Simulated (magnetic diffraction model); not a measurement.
**CuSnI6: what an assumed order does to the neutron pattern**

Space group R-3 (no. 148), a = 7.4590 Å, c = 20.4260 Å.

```csv
site,atom,x,y,z
18f,I,0.3324,0.2769,0.0795
3a,Sn,0,0,0
3b,Cu,1/3,2/3,1/6
```

The compound is invented for this exercise: a known structure type with other elements, its cell scaled to their sizes and not relaxed.

Only Cu is taken to order (form factors of Cu2+); orders and moment sizes are assumed, and not adapted to the symmetry. Radiation: neutrons of λ = 1.8 Å, 8° to 35°; isotropic B of 0.3 Å² (I), 0.32 Å² (Sn) and 0.4 Å² (Cu). The intensities are simulated: I ∝ L Σ (|F_N|² + |F_M⊥|²) for unpolarised neutrons, with F_M = 2.695 fm/μB × Σ f(s) S exp(2πi Q·r) exp(−B s²) at Q = H ± k (one set where k and −k are equivalent), only the part normal to Q counting and L = 1/(sin²θ cos θ). For collinear order S is the moment m, which repeats by lattice and centring translations R with the sign exp(−2πi k·R). Form factors are spin-only for 3d ions and dipole or tabulated for f ions, scattering lengths are Sears's of 1992, and absorption is left out. A label names one of the reflections at its angle. The strongest nuclear line in the range is 100, and lines under 0.2 are left out.

Assume the order k = (1/2 0 1/2), collinear moments along [100], 0.89 μB on Cu.

Q: Where does magnetic intensity appear, and how strong is it?

```
2θ (°)         index  nuclear  magnetic
  8.38   (1/2 0 1/2)      0.0       0.7
 14.98  (1/2 0 -5/2)      0.0       0.5
 15.81  (1/2 -1 3/2)      0.0       1.0
 16.80       (1 0 1)      3.5       0.0
 18.98       (0 1 2)     31.2       0.0
 19.48   (1/2 0 7/2)      0.0       0.3
 21.39  (1/2 1 -1/2)      0.0       0.3
 24.80   (1/2 1 5/2)      0.0       0.3
 25.97       (1 0 4)     37.8       0.0
 26.84  (1/2 -1 9/2)      0.0       0.3
 27.81  (1/2 1 -7/2)      0.0       0.2
 29.21  (3/2 -2 1/2)      0.0       0.2
 30.22       (0 1 5)      4.3       0.0
 30.66       (0 0 6)      9.5       0.0
 31.94       (1 1 3)    100.0       0.0
 32.77       (0 2 1)     15.7       0.0
 33.99       (2 0 2)     32.1       0.0
```

The strongest magnetic line in the range is (1/2 -1 3/2) at 15.81° (1.0). On top of the Lorentz factor, which all lines share, magnetic lines fade with angle because f falls: for Cu2+ it is 0.93, 0.75, 0.55 and 0.23 at sin θ/λ = 0.1, 0.2, 0.3 and 0.5 Å⁻¹, while nuclear lengths stay constant. The order has no net moment.

[Logs are printed without paths, hosts, clocks, repeated set-up lines and the standing remarks that a program may print on its own settings, such as how far it seeks lower states.]
